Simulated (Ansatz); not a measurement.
# What AlPt3N (built on the sites of a database entry of InNi3N) distorts into, part 2 of 3

Which phase does AlPt3N (built on the sites of a database entry of InNi3N) fall into along its unstable mode, and how much energy does it gain?

Ansatz 0.2.0; DFT RPBE, scalar-relativistic, plane waves, PAW.

So far, highest frequency on the path or at a solved wavevector (cm⁻¹): step 2 (response at finite wavevector) 513. Also lowest frequency on the path (cm⁻¹): step 2 -140.

The structure was built from a prototype and need not be the compound's stable phase.

## Step 4: The mode frozen in, largest atomic shift 0.22 Å

The atoms are moved along the unstable eigenvector, the largest shift by 0.22 Å, with the cell fixed.

File input.yaml:

```yaml
crystal:
  lattice:
    - [4.2086436197, 0.0, 0.0]
    - [0.0, 4.2086436197, 0.0]
    - [0.0, 0.0, 4.2086436197]
  atoms:
    - { symbol: Al, position: [0.0267797468, -0.0267797468, -0.0267797468] }
    - { symbol: Pt, position: [0.494458395, 0.505541605, -0.0052124533] }
    - { symbol: Pt, position: [0.494458395, -0.0052124533, 0.505541605] }
    - { symbol: Pt, position: [0.0052124533, 0.505541605, 0.505541605] }
    - { symbol: "N", position: [0.5301800463, 0.4698199537, 0.4698199537] }
kpoints:
  mp_grid: { grid: [8, 8, 8] }
hamiltonian:
  xc: rpbe
scf:
  occupations: { method: methfessel_paxton, width: 0.2 }
output:
  forces: true
  stress: true
  eigenvalues: true
```

Run with:

```
ansatz run input.yaml --threads 8 --pin off --max-ram 14336MiB --backend cpu --events-out ev --progress --plain --runs-dir out
```

Numbers of over 12 decimals in the logs are rounded to 6 here.

Output:

```text
[...]
Crystal: 5 atoms, lattice volume = 74.546 Å³
Basis set: ecut = 420 eV, 1419 PW (Γ), exchange–correlation on 60×60×60 points (8 copies of the dense FFT grid, shifted against one another)
Bands: 38, of which v1, the nominal top of the filled ones, is band 31 counted from 1 (30 counted from 0)
Symmetry: 6 space group operations
[...]
k-points: 65 of 512 (time reversal used)
[...]
k-point 0: bands = [... 27 lower, 16.3130, 16.3130, 16.3159, 16.3615, 18.1109, 18.1456, 18.1456, 18.3535, ... 3 higher]
  k-point 1: bands = [... 27 lower, 16.1929, 16.2450, 16.2886, 16.3991, 17.7708, 18.2890, 18.4262, 18.6417, ... 3 higher]
  k-point 2: bands = [... 27 lower, 15.8215, 16.0888, 16.2761, 16.4571, 17.6789, 18.4210, 19.1721, 19.3192, ... 3 higher]
  k-point 64: bands = [... 27 lower, 14.9986, 16.1480, 16.1492, 16.1492, 17.7401, 17.7401, 17.8118, 18.4398, ... 3 higher]
[key lines of the parts left out:]
SCF converged after 6 iterations
Free energy (F): -38534.607884 eV
Fermi energy:    17.150233 eV
P = ⅓ Tr σ = 1.7270 GPa (17.270 kbar)
```

It took 1.7 s on 8 threads of Arm Neoverse V2, shared host; peak memory 0.46 GiB; 11 s of CPU time.

Numbers from this step:

* pressure: 1.727 GPa
* energy from the undistorted cell: -9.398 meV/atom

The energy, extrapolated to zero smearing, is -9.40 meV/atom against the undistorted cell.

The run ends at a pressure of 1.73 GPa, with forces up to 0.50 eV/Å.

## Step 5: Energy along the mode, all amplitudes (two of the runs are shown above)

An imaginary frequency means negative curvature, so the energy should fall and then rise again as anharmonic terms take over.

Numbers from this step:

```yaml
depth_at_the_lowest_point_sampled: 9.398 meV/atom
largest_atomic_shift_at_that_point: 0.22 Å
```

Table of energy from the parent by largest atomic shift:

```csv
largest atomic shift (Å),energy from the parent (meV/atom)
0.000,0
0.040,-0.612
0.080,-2.30
0.140,-5.92
0.220,-9.40
0.320,-5.35
0.450,21.4
```

Displacement at unit largest shift by atom:

```csv
atom,x (Å),y (Å),z (Å),size
Al1,0.512,-0.512,-0.512,0.887
Pt2,-0.106,0.106,-0.100,0.180
Pt3,-0.106,-0.100,0.106,0.180
Pt4,0.100,0.106,0.106,0.180
N5,0.577,-0.577,-0.577,0.999
```

The lowest of the steps tried is at 0.22 Å, 9.40 meV/atom below the parent; the bottom of the well need not coincide with a step.

## Step 6: Relaxation from the frozen mode

Starting from the lowest point found, all atoms and the cell are let go, so that strain and other modes of the same symmetry can join in.

Edit input.yaml of step 4 so:

```diff
@@ -21 +21,6 @@
   eigenvalues: true
+relax:
+  adjacent_minimum: "off"
+  f_tol: 0.002
+  max_steps: 120
+  cell: { stress_tol: 0.03 }
```

Output:

```text
[...]
Crystal: 5 atoms, lattice volume = 74.546 Å³
Basis set: ecut = 420 eV, 1419 PW (Γ), exchange–correlation on 60×60×60 points (8 copies of the dense FFT grid, shifted against one another)
Bands: 38, of which v1, the nominal top of the filled ones, is band 31 counted from 1 (30 counted from 0)
Symmetry: 6 space group operations
[...]
k-points: 65 of 512 (time reversal used)
[...]
SCF iter   1: F=—  HF=-38534.630594 eV  |F-HF|=—  |Δ(HF+E_count)|=         —  Δρ=1.05e-2  dr2=1.01e-1  ethr=1.77e-3  ⟨swp⟩=5.5  Hψ=9031  notcnv=0
[...]
SCF iter   6: F=-38534.607884 eV  HF=-38534.607884 eV  |F-HF|=2.20e-8  |Δ(HF+E_count)|=   1.15e-7  S|Δr|=    0.00e0  Δρ=1.13e-5  dr2=9.64e-8  ethr=1.61e-10  ⟨swp⟩=6.8  Hψ=10834  notcnv=0
SCF 1 converged in 6 iterations: F = -38534.607884 eV  dr2 = 9.64e-8
[...]
relax step   1: F+E_penalty+E_count = -38534.60788443 eV  Δ(F+E_penalty+E_count) = +0.000e0 eV  max|allowed force component| = 4.278e-1 eV/Å  Δτ_max = 0.0000 Å  P = +1.727 GPa  Ω = 74.546 Å³  (6 SCF iters, dr2 threshold 1.00e-7 eV, accepted)
Crystal: 5 atoms, lattice volume = 75.505 Å³
Basis set: ecut = 420 eV, 1437 PW (Γ), exchange–correlation on 60×60×60 points (8 copies of the dense FFT grid, shifted against one another)
[...]
SCF iter   6: F=-38534.648618 eV  HF=-38534.648618 eV  |F-HF|=1.49e-8  |Δ(HF+E_count)|=   1.17e-8  S|Δr|=    0.00e0  Δρ=8.04e-6  dr2=5.59e-8  ethr=8.06e-10  ⟨swp⟩=5.0  Hψ=8866  notcnv=0
SCF 2 converged in 6 iterations: F = -38534.648618 eV  dr2 = 5.59e-8
relax step   2: F+E_penalty+E_count = -38534.64861797 eV  Δ(F+E_penalty+E_count) = -4.073e-2 eV  max|allowed force component| = 1.486e-1 eV/Å  Δτ_max = 0.0590 Å  P = -0.127 GPa  Ω = 75.505 Å³  energy of the carried Pulay correction = -1.078e-3 eV  (6 SCF iters, dr2 threshold 5.00e-7 eV, accepted)
Crystal: 5 atoms, lattice volume = 75.654 Å³
Basis set: ecut = 420 eV, 1449 PW (Γ), exchange–correlation on 60×60×60 points (8 copies of the dense FFT grid, shifted against one another)
[...]
SCF iter   6: F=-38534.640529 eV  HF=-38534.640529 eV  |F-HF|=4.41e-8  |Δ(HF+E_count)|=   5.88e-9  S|Δr|=    0.00e0  Δρ=2.28e-5  dr2=4.08e-7  ethr=8.06e-10  ⟨swp⟩=3.7  Hψ=9942  notcnv=0
SCF 3 converged in 6 iterations: F = -38534.640529 eV  dr2 = 4.08e-7
relax step   3: F+E_penalty+E_count = -38534.64052890 eV  Δ(F+E_penalty+E_count) = +8.089e-3 eV  max|allowed force component| = 3.246e-1 eV/Å  Δτ_max = 0.1951 Å  P = +3.322 GPa  Ω = 75.654 Å³  energy of the carried Pulay correction = -1.244e-3 eV  (6 SCF iters, dr2 threshold 5.00e-7 eV, rejected (line search))
[... from here on, the SCF cycles and remarks between the steps are left out ...]
relax step   4: F+E_penalty+E_count = -38534.67851291 eV  Δ(F+E_penalty+E_count) = -2.989e-2 eV  max|allowed force component| = 7.590e-2 eV/Å  Δτ_max = 0.0951 Å  P = -0.521 GPa  Ω = 76.281 Å³  energy of the carried Pulay correction = -1.940e-3 eV  (10 SCF iters, accepted)
relax step   5: F+E_penalty+E_count = -38534.72094346 eV  Δ(F+E_penalty+E_count) = -4.243e-2 eV  max|allowed force component| = 1.465e-1 eV/Å  Δτ_max = 0.0977 Å  P = +0.532 GPa  Ω = 76.637 Å³  energy of the carried Pulay correction = -2.333e-3 eV  (6 SCF iters, dr2 threshold 5.00e-7 eV, accepted)
relax step   6: F+E_penalty+E_count = -38534.80488140 eV  Δ(F+E_penalty+E_count) = -8.394e-2 eV  max|allowed force component| = 3.600e-1 eV/Å  Δτ_max = 0.1028 Å  P = +0.872 GPa  Ω = 77.370 Å³  energy of the carried Pulay correction = -3.134e-3 eV  (6 SCF iters, dr2 threshold 5.00e-7 eV, accepted)
relax step   7: F+E_penalty+E_count = -38534.94908333 eV  Δ(F+E_penalty+E_count) = -1.442e-1 eV  max|allowed force component| = 6.112e-1 eV/Å  Δτ_max = 0.0373 Å  P = -1.674 GPa  Ω = 78.549 Å³  energy of the carried Pulay correction = -4.409e-3 eV  (6 SCF iters, dr2 threshold 5.00e-7 eV, accepted)
relax step   8: F+E_penalty+E_count = -38535.06198000 eV  Δ(F+E_penalty+E_count) = -1.129e-1 eV  max|allowed force component| = 3.364e-1 eV/Å  Δτ_max = 0.1587 Å  P = -4.577 GPa  Ω = 78.022 Å³  energy of the carried Pulay correction = -3.842e-3 eV  (7 SCF iters, dr2 threshold 5.00e-7 eV, accepted)
relax step   9: F+E_penalty+E_count = -38535.05710595 eV  Δ(F+E_penalty+E_count) = +4.874e-3 eV  max|allowed force component| = 2.836e-1 eV/Å  Δτ_max = 0.1917 Å  P = +0.143 GPa  Ω = 76.619 Å³  energy of the carried Pulay correction = -2.312e-3 eV  (7 SCF iters, dr2 threshold 5.00e-7 eV, rejected (line search))
relax step  10: F+E_penalty+E_count = -38535.14998333 eV  Δ(F+E_penalty+E_count) = -8.800e-2 eV  max|allowed force component| = 9.353e-2 eV/Å  Δτ_max = 0.0968 Å  P = -0.540 GPa  Ω = 76.817 Å³  energy of the carried Pulay correction = -2.530e-3 eV  (11 SCF iters, accepted)
relax step  11: F+E_penalty+E_count = -38535.15224608 eV  Δ(F+E_penalty+E_count) = -2.263e-3 eV  max|allowed force component| = 8.450e-2 eV/Å  Δτ_max = 0.0126 Å  P = -0.410 GPa  Ω = 76.960 Å³  energy of the carried Pulay correction = -2.687e-3 eV  (5 SCF iters, dr2 threshold 5.00e-7 eV, accepted)
relax step  12: F+E_penalty+E_count = -38535.15323732 eV  Δ(F+E_penalty+E_count) = -9.912e-4 eV  max|allowed force component| = 6.961e-2 eV/Å  Δτ_max = 0.0417 Å  P = -0.123 GPa  Ω = 77.187 Å³  energy of the carried Pulay correction = -2.935e-3 eV  (5 SCF iters, dr2 threshold 5.00e-7 eV, accepted)
relax step  13: F+E_penalty+E_count = -38535.15531337 eV  Δ(F+E_penalty+E_count) = -2.076e-3 eV  max|allowed force component| = 6.509e-3 eV/Å  Δτ_max = 0.0176 Å  P = -0.022 GPa  Ω = 77.012 Å³  energy of the carried Pulay correction = -2.744e-3 eV  (4 SCF iters, dr2 threshold 3.03e-7 eV, accepted)
relax step  14: F+E_penalty+E_count = -38535.15533217 eV  Δ(F+E_penalty+E_count) = -1.881e-5 eV  max|allowed force component| = 1.082e-3 eV/Å  Δτ_max = 0.0006 Å  P = -0.004 GPa  Ω = 77.000 Å³  energy of the carried Pulay correction = -2.731e-3 eV  (5 SCF iters, dr2 threshold 2.85e-9 eV, accepted)
relax step  15: F+E_penalty+E_count = -38535.23400904 eV  Δ(F+E_penalty+E_count) = -7.868e-2 eV  max|allowed force component| = 1.773e-3 eV/Å  Δτ_max = 0.0000 Å  P = +1.397 GPa  Ω = 77.000 Å³  stress off target by 3.90e0 GPa  SCF on the basis re-selected at this cell (its energy is not comparable with the rows above)  (8 SCF iters)
relax step  16: F+E_penalty+E_count = -38535.26206764 eV  Δ(F+E_penalty+E_count) = -2.806e-2 eV  max|allowed force component| = 5.810e-2 eV/Å  Δτ_max = 0.0165 Å  P = +1.175 GPa  Ω = 77.693 Å³  energy of the carried Pulay correction = -7.016e-4 eV  (5 SCF iters, dr2 threshold 5.00e-7 eV, accepted)
relax step  17: F+E_penalty+E_count = -38535.28269445 eV  Δ(F+E_penalty+E_count) = -2.063e-2 eV  max|allowed force component| = 7.700e-2 eV/Å  Δτ_max = 0.0340 Å  P = +0.076 GPa  Ω = 79.700 Å³  energy of the carried Pulay correction = -3.149e-3 eV  (7 SCF iters, dr2 threshold 5.00e-7 eV, accepted)
relax step  18: F+E_penalty+E_count = -38535.28300190 eV  Δ(F+E_penalty+E_count) = -3.074e-4 eV  max|allowed force component| = 5.962e-3 eV/Å  Δτ_max = 0.0031 Å  P = +0.070 GPa  Ω = 79.749 Å³  energy of the carried Pulay correction = -3.209e-3 eV  (5 SCF iters, dr2 threshold 3.71e-7 eV, accepted)
relax step  19: F+E_penalty+E_count = -38535.28298055 eV  Δ(F+E_penalty+E_count) = +2.134e-5 eV  max|allowed force component| = 1.359e-3 eV/Å  Δτ_max = 0.0009 Å  P = -0.010 GPa  Ω = 79.774 Å³  energy of the carried Pulay correction = -3.245e-3 eV  (5 SCF iters, dr2 threshold 1.45e-8 eV, accepted)
relax step  20: F+E_penalty+E_count = -38535.28747067 eV  Δ(F+E_penalty+E_count) = -4.490e-3 eV  max|allowed force component| = 1.556e-3 eV/Å  Δτ_max = 0.0000 Å  P = +0.002 GPa  Ω = 79.774 Å³  stress off target by 1.03e-1 GPa  SCF on the basis re-selected at this cell (its energy is not comparable with the rows above)  (7 SCF iters)
relax step  21: F+E_penalty+E_count = -38535.28746716 eV  Δ(F+E_penalty+E_count) = +3.510e-6 eV  max|allowed force component| = 1.211e-3 eV/Å  Δτ_max = 0.0011 Å  P = +0.003 GPa  Ω = 79.843 Å³  energy of the carried Pulay correction = -6.474e-5 eV  (5 SCF iters, dr2 threshold 2.63e-8 eV, accepted)
[...]
SCF iter   7: F=-38535.287527 eV  HF=-38535.287527 eV  |F-HF|=2.18e-11  |Δ(HF+E_count)|=  1.60e-10  S|Δr|=    0.00e0  Δρ=3.94e-8  dr2=2.44e-12  ethr=1.00e-12  ⟨swp⟩=5.6  Hψ=9974  notcnv=0
SCF 22 converged in 7 iterations: F = -38535.287527 eV  dr2 = 2.44e-12
relax step  22: F+E_penalty+E_count = -38535.28752749 eV  Δ(F+E_penalty+E_count) = -6.033e-5 eV  max|allowed force component| = 1.221e-3 eV/Å  Δτ_max = 0.0000 Å  P = +0.003 GPa  Ω = 79.843 Å³  stress off target by 1.75e-2 GPa  SCF on the basis re-selected at this cell (its energy is not comparable with the rows above)  (7 SCF iters)
[...]
SCF converged after 7 iterations
[...]
Free energy (F): -38535.287527 eV
[...]
Internal energy: -38535.295690 eV  (E = F + TS)
E sigma→0 (E₀):  -38535.289568 eV
Entropy (-TS):   0.008162 eV (1.632 meV/atom)
Fermi energy:    15.657896 eV
[...]
--- Forces (eV/Å), atoms counted from 1 ---
  atom   1  Al    -0.00072123     0.00072123     0.00072123
  atom   2  Pt    -0.00017594     0.00017594     0.00014726
  atom   3  Pt    -0.00017594     0.00014726     0.00017594
  atom   4  Pt    -0.00014726     0.00017594     0.00017594
  atom   5  N      0.00122107    -0.00122107    -0.00122107
  max |Σ_I F_I| component: 6.85e-7 eV/Å
--- Stress (GPa, compression-positive) ---
        0.002550      -0.007494      -0.007494
       -0.007494       0.002550       0.007494
       -0.007494       0.007494       0.002550
  P = ⅓ Tr σ = 0.0026 GPa (0.026 kbar)
--- Band table (eV; the first three rows and the last of 65) ---
  k-point 0: bands = [... 27 lower, 13.9583, 14.0584, 14.0584, 15.0554, 15.5834, 17.4415, 17.6035, 17.6035, ... 3 higher]
  k-point 1: bands = [... 27 lower, 13.9914, 14.1663, 14.1745, 15.2901, 15.3629, 16.9284, 17.5973, 17.7850, ... 3 higher]
  k-point 2: bands = [... 27 lower, 13.9313, 14.0947, 14.1524, 15.0484, 15.4556, 16.6066, 18.0537, 18.1280, ... 3 higher]
  k-point 64: bands = [... 27 lower, 13.6177, 13.6810, 14.6079, 14.6079, 15.5613, 17.0344, 17.0344, 17.6472, ... 3 higher]
--- Relaxed structure (19 steps of the walk, 17 accepted, 3 SCFs on fresh bases) ---
  F+E_penalty+E_count = -38535.28752749 eV   max|allowed force component| = 1.221e-3 eV/Å   (the final SCF, on the basis selected at the relaxed cell)
  cell:  # Å, volume = 79.8429 Å³
    - [4.355856, -0.481190, -0.481190]
    - [-0.481190, 4.355856, 0.481190]
    - [-0.481190, 0.481190, 4.355856]
  atoms:
    - { symbol: Al, position: [0.080923, -0.080923, -0.080923] }
    - { symbol: Pt, position: [0.482172, 0.517828, 0.011789] }
    - { symbol: Pt, position: [0.482172, 0.011789, 0.517828] }
    - { symbol: Pt, position: [-0.011789, 0.517828, 0.517828] }
    - { symbol: N, position: [0.517611, 0.482389, 0.482389] }
```

Wall time 43 s (8 threads); peak memory 0.55 GiB; 5.3 min of CPU time.

Relaxation path:

```csv
step,energy less that of the first step (eV),largest force component (eV/Å),pressure (GPa),volume (Å³)
1,0.0000,0.4278,1.73,74.55
2,-0.0407,0.1486,-0.13,75.51
3,-0.0326,0.3246,3.32,75.65
4,-0.0706,0.0759,-0.52,76.28
5,-0.1131,0.1465,0.53,76.64
6,-0.1970,0.3600,0.87,77.37
7,-0.3412,0.6112,-1.67,78.55
8,-0.4541,0.3364,-4.58,78.02
9,-0.4492,0.2836,0.14,76.62
10,-0.5421,0.0935,-0.54,76.82
11,-0.5444,0.0845,-0.41,76.96
12,-0.5454,0.0696,-0.12,77.19
13,-0.5474,0.0065,-0.02,77.01
14,-0.5474,0.0011,0.00,77.00
15*,-0.6261,0.0018,1.40,77.00
16,-0.6542,0.0581,1.18,77.69
17,-0.6748,0.0770,0.08,79.70
18,-0.6751,0.0060,0.07,79.75
19,-0.6751,0.0014,-0.01,79.77
20*,-0.6796,0.0016,0.00,79.77
21,-0.6796,0.0012,0.00,79.84
22*,-0.6796,0.0012,0.00,79.84
```

Relaxation steps marked * repeat the geometry before them on a plane-wave basis chosen anew for their cell, so energy and pressure can jump there. Relaxation steps 3, 9 were tried and not accepted.

Forces are held to the 6 operations that the run works with; a distortion that breaks them can't arise in this run.

```csv
cell as run,before,after,change
a (Å),4.209,4.409,+4.8 %
b (Å),4.209,4.409,+4.8 %
c (Å),4.209,4.409,+4.8 %
α (°),90.00,76.84,-14.6 %
β (°),90.00,103.16,+14.6 %
γ (°),90.00,103.16,+14.6 %
volume (Å³/atom),14.91,15.97,+7.1 %
```

The atoms that moved most (Å, as changes of fractional coordinates times the final cell):

```csv
atom,dx,dy,dz,length
Al1,0.288,-0.288,-0.288,0.499
Pt4,-0.086,0.068,0.068,0.129
Pt2,-0.068,0.068,0.086,0.129
Pt3,-0.068,0.086,0.068,0.129
N5,-0.067,0.067,0.067,0.116
```

The relaxed structure:

```xyz
5
Lattice="4.3559 -0.4812 -0.4812 -0.4812 4.3559 0.4812 -0.4812 0.4812 4.3559" Properties=species:S:1:pos:R:3 pbc="T T T"
Al    0.4304   -0.4304   -0.4304
Pt    1.8454    2.0292    0.0685
Pt    1.8454    0.0685    2.0292
Pt   -0.5497    2.5104    2.5104
N     1.7904    2.0843    2.0843
```

This step gave:

- pressure: 0.002550 GPa
- volume per atom: 15.97 Å³

The distorted start has space group R3m; the relaxation ends in R3m.

## Step 7: The new phase in its own primitive cell

The relaxed structure is symmetrised, reduced to its primitive cell and relaxed tightly, as its phonons need.

File input.yaml:

```yaml
crystal:
  lattice:
    - [2.7398021035, 1.581825482, 3.0704853284]
    - [-2.7398021035, 1.581825482, 3.0704853284]
    - [0.0, -3.1636509639, 3.0704853284]
  atoms:
    - { symbol: Al, position: [0.080923, 0.080923, 0.080923] }
    - { symbol: Pt, position: [0.4821718005, 0.9882114662, 0.4821718005] }
    - { symbol: Pt, position: [0.9882114662, 0.4821718005, 0.4821718005] }
    - { symbol: Pt, position: [0.4821718005, 0.4821718005, 0.9882114662] }
    - { symbol: "N", position: [0.5176109692, 0.5176109692, 0.5176109692] }
kpoints:
  mp_grid: { grid: [9, 9, 9] }
hamiltonian:
  xc: rpbe
scf:
  occupations: { method: methfessel_paxton, width: 0.2 }
output:
  forces: true
  stress: true
  eigenvalues: true
relax:
  adjacent_minimum: "off"
  f_tol: 0.001
  max_steps: 60
  cell: { stress_tol: 0.01 }
```

Output:

```text
[...]
Crystal: 5 atoms, lattice volume = 79.843 Å³
Basis set: ecut = 420 eV, 1559 PW (Γ), exchange–correlation on 60×60×60 points (8 copies of the dense FFT grid, shifted against one another)
Bands: 38, of which v1, the nominal top of the filled ones, is band 31 counted from 1 (30 counted from 0)
Symmetry: 6 space group operations
[...]
k-points: 85 of 729 (time reversal used)
[...]
cell:  # Å, volume = 79.9723 Å³
    - [2.738725, 1.581204, 3.077884]
    - [-2.738725, 1.581204, 3.077884]
    - [2.7515287195964435e-19, -3.162407, 3.077884]
  atoms:
    - { symbol: Al, position: [0.080988, 0.080988, 0.080988] }
    - { symbol: Pt, position: [0.481967, 0.988056, 0.481967] }
    - { symbol: Pt, position: [0.988056, 0.481967, 0.481967] }
    - { symbol: Pt, position: [0.481967, 0.481967, 0.988056] }
    - { symbol: N, position: [0.518111, 0.518111, 0.518111] }
[key lines of the parts left out:]
SCF converged after 7 iterations
Free energy (F): -38535.281541 eV
Fermi energy:    15.592867 eV
P = ⅓ Tr σ = 0.0015 GPa (0.015 kbar)
```

Elapsed: 17 s, on 8 threads; peak memory 0.58 GiB; 2.2 min of CPU time.

The steps of the relaxation:

```csv
step,energy less that of the first step (eV),largest force component (eV/Å),pressure (GPa),volume (Å³)
1,0.0000,0.0273,-0.02,79.84
2,0.0000,0.0251,0.03,79.86
3,0.0000,0.0169,0.01,79.98
4,0.0000,0.0049,-0.03,80.00
5,0.0000,0.0024,0.02,79.96
6,0.0000,0.0003,0.00,79.97
7*,-0.0001,0.0003,0.00,79.97
```

Relaxation steps marked * repeat the geometry before them on a plane-wave basis chosen anew for their cell, so energy and pressure can jump there.

Forces are held to the 6 operations that the run works with; a distortion that breaks them can't arise in this run.

```csv
"conventional cell, symmetrised",before,after,change
a (Å),5.480,5.477,-0.0 %
b (Å),5.480,5.477,-0.0 %
c (Å),9.211,9.234,+0.2 %
volume (Å³/atom),15.97,15.99,+0.2 %
```

The relaxed structure:

```cif
data_structure
_symmetry_space_group_name_H-M 'P 1'
_symmetry_Int_Tables_number 1
_cell_length_a 4.4130
_cell_length_b 4.4130
_cell_length_c 4.4130
_cell_angle_alpha 76.721
_cell_angle_beta 76.721
_cell_angle_gamma 76.721
_cell_volume 79.97
loop_
_atom_site_label
_atom_site_type_symbol
_atom_site_fract_x
_atom_site_fract_y
_atom_site_fract_z
_atom_site_occupancy
Al1 Al 0.08099 0.08099 0.08099 1
Pt2 Pt 0.48197 0.98806 0.48197 1
Pt3 Pt 0.98806 0.48197 0.48197 1
Pt4 Pt 0.48197 0.48197 0.98806 1
N5 N 0.51811 0.51811 0.51811 1
```

This step gave:

| Quantity | Value |
| --- | --- |
| pressure | 0.001474 GPa |
| volume per atom | 15.99 Å³ |

The largest force component left is 0.26 meV/Å and the pressure is 0.001 GPa, within the tolerances set. The cell now holds 15.99 Å³/atom.

(Part 2 of 3 ends here.)

[Logs are printed without paths, hosts, clocks, repeated set-up lines and the standing remarks that a program may print on its own settings, such as how far it seeks lower states.]

[Hosts, paths, dates, database ids (printed as entryN), source tags and the programs' standing remarks are cut or masked in the printed files.]
